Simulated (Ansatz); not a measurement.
## InTe2 (hypothetical, Fm-3m): thermal expansion from first principles: relaxation

Ansatz 0.2.0; DFT PBEsol, scalar-relativistic, plane waves, PAW.

Symmetry: Fm-3m, No. 225, cubic system. The conventional cell has a = 7.231 Å, b = 7.231 Å, c = 7.231 Å, α = 90.00°, β = 90.00°, γ = 90.00°. Nearest to In lie 8 Te at 3.13 Å. Nearest to Te lie 4 In at 3.13 Å. Farther neighbours and most contacts between anions are not listed.

Step by step:

| step | energy less that of the first step (eV) | largest force component (eV/Å) | pressure (GPa) | volume (Å³) |
| --- | --- | --- | --- | --- |
| 1 | 0.0000 | 0.0000 | -0.18 | 94.51 |
| 2 | -0.0003 | 0.0000 | 0.05 | 94.04 |
| 3* | -0.0002 | 0.0000 | 0.05 | 94.04 |

Relaxation steps marked * repeat the geometry before them on a plane-wave basis chosen anew for their cell, so energy and pressure can jump there.

Forces are held to the 48 operations that the run works with; a distortion that breaks them can't arise in this run.

| conventional cell, symmetrised | before | after | change |
| --- | --- | --- | --- |
| a (Å) | 7.231 | 7.219 | -0.2 % |
| b (Å) | 7.231 | 7.219 | -0.2 % |
| c (Å) | 7.231 | 7.219 | -0.2 % |
| volume (Å³/atom) | 31.50 | 31.35 | -0.5 % |

Final coordinates:

```xyz
3
Lattice="0.0000 3.6093 3.6093 3.6093 0.0000 3.6093 3.6093 3.6093 0.0000" Properties=species:S:1:pos:R:3 pbc="T T T"
In    0.0000    0.0000    0.0000
Te    5.4140    5.4140    5.4140
Te    1.8047    1.8047    1.8047
```

Numbers from this step:

| Quantity | Value |
| --- | --- |
| pressure | 0.04915 GPa |
| volume per atom | 31.35 Å³ |

What was run to get this?

The system, level and task follow from the heading and the kind of results. Meshes, cutoffs and thresholds can't be read from the results; these are the ones that the run used.

File input.yaml:

```yaml
crystal:
  lattice:
    - [0.0, 3.6152783265, 3.6152783265]
    - [3.6152783265, 0.0, 3.6152783265]
    - [3.6152783265, 3.6152783265, 0.0]
  atoms:
    - { symbol: In, position: [0.0, 0.0, 0.0] }
    - { symbol: Te, position: [0.75, 0.75, 0.75] }
    - { symbol: Te, position: [0.25, 0.25, 0.25] }
kpoints:
  mp_grid: { grid: [10, 10, 10] }
hamiltonian:
  xc: pbesol
scf:
  occupations: { method: gaussian, width: 0.1 }
output:
  forces: true
  stress: true
  eigenvalues: true
relax:
  adjacent_minimum: "off"
  f_tol: 0.005
  max_steps: 80
  cell: { stress_tol: 0.05 }
```

Run with:

```
$ ansatz run input.yaml --threads 4 --pin off --max-ram 8192MiB --backend cpu --events-out ev --progress --plain --runs-dir out
```

[Logs are printed without paths, hosts, clocks, repeated set-up lines and the standing remarks that a program may print on its own settings, such as how far it seeks lower states.]

[Hosts, paths, dates, database ids (printed as entryN), source tags and the programs' standing remarks are cut or masked in the printed files.]

[A step with changed settings may run another functional than the one named; its input shows which.]
